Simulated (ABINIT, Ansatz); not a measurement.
# Calculated records

```
A GW chain in ABINIT: SrTiO3 (Tausonite)
1.0
     3.90528    0.00000    0.00000
     0.00000    3.90528    0.00000
     0.00000    0.00000    3.90528
Sr Ti O
1 1 3
Direct
  0.50000 0.50000 0.50000
  0.00000 0.00000 0.00000
  0.50000 0.00000 0.00000
  0.00000 0.50000 0.00000
  0.00000 0.00000 0.50000
# method: RPA screening on PBE, plane waves, norm-conserving pseudopotentials (and 2 further levels or steps)
# program: ABINIT 10.8.3
# settings: cutoff 38 Ha, PseudoDojo scalar-relativistic 0.4.1 standard, norm-conserving, ngkpt (4, 4, 4), nband 554, ecuteps 12 Ha, inclvkb 2, shiftk (0, 0, 0), symchi 1, awtr 1, frequency ppm, 4×4×4 k-mesh
# cost: 4 runs, 34 min in all on 8 MPI ranks of Arm Neoverse N1, shared host
# notes: The program’s warnings: nkpt*nsppol () is not a multiple of nproc spkpt (). The cell and positions come from the Crystallography Open Database and are kept as given unless a step says otherwise. Limits: no spin-orbit coupling. The 4×4×4 mesh is coarse for this cell, which bears on the long-range parts of exchange and screening.
# PBE gap: 1.91 eV, indirect
# G0W0 gap on the mesh: 3.45 eV
# GW settings: 4×4×4 mesh, 554 bands, screening to 326.5 eV, Godby-Needs plasmon pole
# known limits: short of the basis limit; no spin-orbit coupling; coarse k mesh
```

[Long decimals in the printed logs are rounded to 6 places.]

[Logs are printed without paths, hosts, clocks, repeated set-up lines and the standing remarks that a program may print on its own settings, such as how far it seeks lower states.]

[Paths, hosts, dates, memory and timing lines, banners, echoed tables and standing remarks are left out of the program output; an Ansatz launch command may be rebuilt from the run's recorded settings. Measured values are a selection of at most five: reports struck by readers or far from the other reports are left out. None is set beside runs whose start may be inverted or whose files or cutoffs have a known fault.]

[Runs of the session that timed out or met a known fault of the program may be left out.]

[Hosts, paths, dates, database ids (printed as entryN), source tags and the programs' standing remarks are cut or masked in the printed files.]

[G0W0 gaps are taken among the corrected bands and points alone; a level outside them can change the order at an edge.]

[Where Ansatz stands beside ABINIT at settings called matched, ABINIT's density can come from a denser mesh and the files from another edition; pairs whose starting gaps differed by over 0.03 eV were left out, so agreement reads better than it is.]
